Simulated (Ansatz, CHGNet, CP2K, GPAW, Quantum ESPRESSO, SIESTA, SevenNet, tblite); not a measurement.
**Random packing of C71N29 (at. %) (109 atoms) in tblite**

How near does tblite come to plane waves for random packing of C71N29 (at. %) (109 atoms)?

Program: tblite 0.8.0. Level of theory: the method is named at each step. Results are calculated unless marked as measured.

## 1. The starting structure

The cell holds 109 atoms: 77 C and 32 N. Cell: a = 9.809 Å, b = 9.809 Å, c = 9.809 Å, α = 90.0°, β = 90.0°, γ = 90.0°. 109 atoms (77 C, 32 N) packed at random in a cube at 2.42 g/cm³ and pushed apart as soft spheres; a start for melting by ab initio MD, not an equilibrated structure. Then every atom was moved at random, 0.03 Å r.m.s. a Cartesian component.

The yardstick, on the same geometry:

| Property | Result |
| --- | --- |
| method | Kohn-Sham DFT, PBE, SSSP efficiency 1.3.0 pseudopotentials, plane waves (Quantum ESPRESSO 7.5); sssp-pbe-1.3.0-efficiency, cutoffs 60/480 Ry, Γ point |
| r.m.s. force component | 1.939 eV/Å |
| longest force | 8.589 eV/Å |
| pressure | -23.83 GPa |
| time | 2 min on 4 MPI ranks of Arm Neoverse V2, shared host |
| CPU time | 8.1 min |

## 2. GFN1-xTB

Method: GFN1-xTB tight binding, diagonalisation.

run.py

```python
import numpy as np
from ase.io import read
from tblite.ase import TBLite

atoms = read("structure.xyz")
atoms.calc = TBLite(method="GFN1-xTB", electronic_temperature=580, accuracy=1.0, max_iterations=250, mixer_damping=0.1, verbosity=1)
energy = atoms.get_potential_energy()
forces = atoms.get_forces()
print(f"energy {energy:.6f} eV")
print("forces (eV/A)")
for i, (a, f) in enumerate(zip(atoms, forces)):
    print(f"{i:4d} {a.symbol:2s} {f[0]:10.5f} {f[1]:10.5f} {f[2]:10.5f}")
stress = -atoms.get_stress(voigt=False) * 160.21766
print("stress (GPa, compression positive)")
for row in stress:
    print(" ".join(f"{x:10.4f}" for x in row))
print("charges (e)")
print(np.array2string(atoms.get_charges(), precision=4, suppress_small=True, max_line_width=110, threshold=100000))
```

structure.xyz

```xyz
109
Lattice="9.80880 0.00000 0.00000 0.00000 9.80880 0.00000 0.00000 0.00000 9.80880" Properties=species:S:1:pos:R:3 pbc="T T T"
C 4.67056 5.25487 7.32148
C 0.20167 8.98820 5.13756
C 3.55638 0.60481 7.40859
C 3.51861 2.66191 1.77353
C 3.30959 7.64871 1.97275
C 0.46906 6.19681 3.80140
C 5.53824 1.32350 1.82444
C 6.91579 7.48156 4.73029
C 8.73425 5.68704 8.22615
C 6.27910 2.00306 4.60994
C 1.69123 2.43052 1.80443
C 1.85700 3.36108 5.92461
C 7.45224 5.95002 2.07495
C 5.89048 7.07499 0.42874
C 2.39688 2.96010 4.04466
C 7.75268 0.60618 1.79275
C 0.72948 0.36165 3.75030
C 4.09007 7.24105 0.35312
C 1.98981 5.26428 4.45172
C 7.61545 2.58226 0.00579
C 1.17961 8.22762 2.25426
C 5.21367 3.04338 6.00436
C 9.41400 4.79287 5.47537
C 1.85406 0.61158 5.58425
C 1.62885 0.80432 8.72267
C 4.55295 9.00830 8.47598
C 6.36258 5.84340 3.70488
C 0.79294 4.97561 8.52659
C 8.28824 4.10626 2.63396
C 1.51379 4.99886 0.94655
C 0.66249 4.73912 2.78079
C 7.12070 5.59504 8.79741
C 7.69903 0.93066 4.99474
C 0.34488 7.25528 7.69785
C 6.05782 9.63057 2.84799
C 0.79902 2.76432 3.83151
C 2.84396 0.81276 0.29897
C 8.79182 1.82777 8.09422
C 7.25086 4.35668 4.85055
C 9.17084 9.57780 2.34205
C 4.56001 5.04682 2.78109
C 3.87399 4.96512 0.12241
C 6.42270 6.31020 5.74580
C 5.50489 4.17659 4.49606
C 4.44368 5.26193 5.73648
C 2.60021 8.45666 0.10780
C 9.12003 2.04249 4.58669
C 9.35357 2.78178 2.71978
C 7.40692 9.01183 3.56501
C 0.78166 1.89771 5.75325
C 1.57029 7.35219 4.96335
C 8.24096 6.37248 5.36757
C 0.26072 8.65793 8.90698
C 2.67172 4.82289 6.54983
C 0.20422 3.48261 7.10540
C 0.24836 3.02543 0.69976
[... 49 atom lines left out ...]
N 4.51931 3.16579 3.13440
N 5.04084 3.51420 7.74621
N 4.86232 0.99716 9.07275
N 9.36093 1.15548 1.08662
```

Launch:

```sh
OMP_NUM_THREADS=1 python run.py > output.txt
```

Log:

```text
------------------------------------------------------------
  cycle        total energy    energy error   density error
------------------------------------------------------------
      1     -235.4490344085  -2.3524657E+02   6.5850862E-01
      2     -236.7344422164  -1.2854078E+00   5.2291863E-01
      3     -241.9793013694  -5.2448592E+00   4.1789773E-01
      4     -246.5745891698  -4.5952878E+00   3.4960775E-01
      5     -247.0500704825  -4.7548131E-01   3.1091955E-01
      6     -249.7754437880  -2.7253733E+00   2.2830826E-01
      7     -248.9336566511   8.4178714E-01   1.7468517E-01
      8     -249.8584195929  -9.2476294E-01   9.7976788E-02
      9     -250.1600968282  -3.0167724E-01   5.7156209E-02
     10     -250.3169686638  -1.5687184E-01   3.1036141E-02
     11     -250.4187620316  -1.0179337E-01   1.3420614E-02
     12     -250.4362452595  -1.7483228E-02   4.9786503E-03
     13     -250.4373482776  -1.1030180E-03   2.2504138E-03
     14     -250.4373383678   9.9097743E-06   1.9078752E-03
     15     -250.4374894240  -1.5105622E-04   1.3886609E-03
     16     -250.4375182256  -2.8801575E-05   1.1194579E-03
     17     -250.4375142069   4.0186649E-06   7.9131394E-04
     18     -250.4375071155   7.0913778E-06   5.1689022E-04
     19     -250.4375210420  -1.3926495E-05   2.9832424E-04
     20     -250.4375289983  -7.9563079E-06   9.0627269E-05
     21     -250.4375291857  -1.8734761E-07   3.6188959E-05
     22     -250.4375292268  -4.1127919E-08   1.5622492E-05
------------------------------------------------------------
 total:                                   2.002 sec
energy -6814.752283 eV
forces (eV/A)
   0 C    -0.72958   -0.70139   -1.75797
   1 C     3.13147   -2.38280   -2.86958
   2 C    -0.34147   -0.51101   -0.92375
   3 C    -1.35734    4.66080   -0.20111
   4 C     1.70736   -3.12624   -3.16076
   5 C     4.20107    1.56437   -0.69080
   6 C     1.65519   -4.42131    2.44922
   7 C     1.35968   -3.80054    0.33247
   8 C    -3.15388    3.11221   -2.39487
   9 C     1.85660   -5.27800    5.02397
  10 C     2.76403   -2.50558   -1.46377
  11 C     1.39469   -1.43333    0.36024
  12 C     2.46400    2.31514    3.08598
  13 C    -3.77298    2.81848    1.29605
  14 C    -4.76593   -3.38782    1.32366
  15 C     4.28179    3.95708    0.33889
  16 C    -1.30502    0.24228   -0.08508
  17 C    -3.03577    1.99525    1.57036
  18 C     0.81580    3.67905   -2.48576
  19 C    -2.17213    0.74693   -3.68751
  20 C    -2.46412   -3.06872    2.33797
  21 C    -0.62599   -3.40309    0.00830
  22 C    -1.03502    1.64995    0.40351
  23 C    -1.82762    3.68530   -3.45348
[...]
101 N     0.34008    2.92035   -0.95372
 102 N    -3.76129   -0.65669    3.02793
 103 N    -2.88372    3.57966    3.68080
 104 N    -1.33529    2.42189   -4.09413
 105 N    -1.27637    1.74323   -2.87247
 106 N     2.21811    2.92571   -3.43272
 107 N    -2.48972    1.00125   -1.74882
 108 N    -2.50125   -2.79665    0.00117
stress (GPa, compression positive)
  -54.1519     2.0362    -3.1050
    2.0362   -59.5726     0.4549
   -3.1050     0.4549   -50.2082
charges (e)
[ 0.1965  0.0587  0.1715  0.1171  0.1804  0.0256  0.1     0.1401  0.0404  0.0476 -0.0034  0.0553  0.2009
  0.0778 -0.0083  0.0419 -0.0012  0.2104  0.0127  0.1303 -0.0002  0.1108  0.0848  0.0364 -0.0197  0.1901
  0.0269  0.1388  0.1546  0.0257 -0.0226  0.1364  0.0521  0.1443  0.0508  0.0615 -0.0022 -0.0381 -0.0842
  0.0657  0.188   0.2033  0.0251  0.1052  0.063   0.0354 -0.0439  0.0613  0.0821  0.0153  0.1115 -0.0472
  0.0993  0.1368  0.0056  0.0155  0.2325  0.0556  0.1447  0.0727  0.0189 -0.0115  0.1356  0.103   0.0616
  0.0276  0.1687 -0.0829  0.3414  0.0257  0.1047  0.0076  0.1026  0.0795  0.1581  0.0674  0.0369 -0.1472
 -0.3467 -0.2234 -0.2485 -0.2671 -0.1932 -0.0849 -0.2537 -0.2634 -0.0747 -0.251  -0.1354 -0.2005 -0.1395
 -0.1653 -0.1192 -0.14   -0.2427 -0.0641 -0.2496 -0.1753 -0.119  -0.1557 -0.1183 -0.1046 -0.2093 -0.223
 -0.0799 -0.2741 -0.0331 -0.2008 -0.3093]
```

The job ended after 2.5 s (1 thread of Arm Neoverse V2, shared host; peak memory 0.12 GiB).

Banners, paths, timers and routine set-up lines are dropped from the logs unmarked, and long logs keep their key lines alone; longer cuts are marked.

Compared with the plane-wave run:

| Item | Value |
| --- | --- |
| r.m.s. force component | 2.588 eV/Å |
| r.m.s. difference of force components | 857.3 meV/Å |
| longest difference of force vectors | 2866 meV/Å |
| force difference over r.m.s. force | 44.21 % |
| slope of forces against the reference's | 1.293 |
| correlation of force components | 0.9687 |
| pressure | -54.64 GPa |
| pressure difference | -30.81 GPa |

Length of the force difference by element (eV/Å):

| element | atoms | mean | most |
| --- | --- | --- | --- |
| C | 77 | 1.3 | 2.9 |
| N | 32 | 1.4 | 2.7 |

A closer look about C69, whose charge lies farthest from its element's mean: 11 atoms, nearest first, numbered in the order of the input, with positions taken from that point.

| atom | x | y | z | distance (Å) | Mulliken charge (e) | Fx | Fy | Fz (eV/Å) |
| --- | --- | --- | --- | --- | --- | --- | --- | --- |
| C69 | 0.00 | 0.00 | 0.00 | 0.00 | 0.34 | 2.34 | -1.43 | 2.18 |
| N95 | 1.10 | 0.62 | 0.94 | 1.58 | -0.24 | -3.99 | 0.84 | -5.35 |
| N91 | -1.56 | -0.76 | 0.22 | 1.75 | -0.14 | 3.33 | 1.96 | -2.66 |
| N104 | -1.41 | 0.06 | -1.41 | 2.00 | -0.22 | -2.88 | 3.58 | 3.68 |
| N78 | 0.65 | -1.59 | -1.04 | 2.01 | -0.15 | 0.97 | 2.95 | 1.52 |
| C35 | 1.39 | 0.05 | -1.55 | 2.08 | 0.05 | 0.45 | -0.93 | 1.57 |
| N102 | 0.13 | -2.02 | 0.70 | 2.15 | -0.10 | 0.34 | 2.92 | -0.95 |
| N101 | -0.79 | -1.01 | 2.28 | 2.61 | -0.12 | 0.60 | 1.50 | 2.99 |
| C59 | -2.21 | 1.42 | -0.38 | 2.66 | 0.14 | -2.13 | -1.44 | 1.61 |
| N79 | -0.95 | 2.05 | 1.45 | 2.68 | -0.35 | 1.79 | 0.44 | 3.91 |
| C10 | 1.61 | 2.23 | 0.21 | 2.76 | 0.05 | 1.86 | -5.28 | 5.02 |

Atoms are counted from 1 here, from 0 in the log.

Forces lie 44 % from the reference's, at 0.0051 times its CPU time (on 1 against 4 cores).

## 3. Results

```json
{"force difference from the reference": "tblite GFN1-xTB, 44 %", "its CPU time": "2.5 s"}
```

In words: Tight binding differs by 44 % (tblite GFN1-xTB); it is another model, with fitted parameters of its own, and the xTB methods hold dispersion. One electronic-structure run takes under half the reference's CPU time: tblite GFN1-xTB, at 44 % in 2.5 s against 8.1 min; its pressure misses by -30.8 GPa. Periodic xTB results under one method name differ between programs and library versions. The reference's pressure holds the uncorrected Pulay stress of its 60 Ry basis, so small pressure differences, and their order, may be the reference's own error. The reference's stress is far from hydrostatic: its diagonal is -24.5, -27.0, -19.9 GPa, compression counted positive. The reference's pressure of -24 GPa says that the cell would shrink at this level of theory. The electronic-structure runs sample only Γ, in a cell whose shortest periodic width is 10 Å, which is coarse for a cell with partly filled levels.

[Also dropped from logs without a mark: logging warnings of Python, and SIESTA's first energy breakdown and zero terms.]

[Logs are printed without paths, hosts, clocks, repeated set-up lines and the standing remarks that a program may print on its own settings, such as how far it seeks lower states.]

[Hosts, paths, dates, database ids (printed as entryN), source tags and the programs' standing remarks are cut or masked in the printed files.]
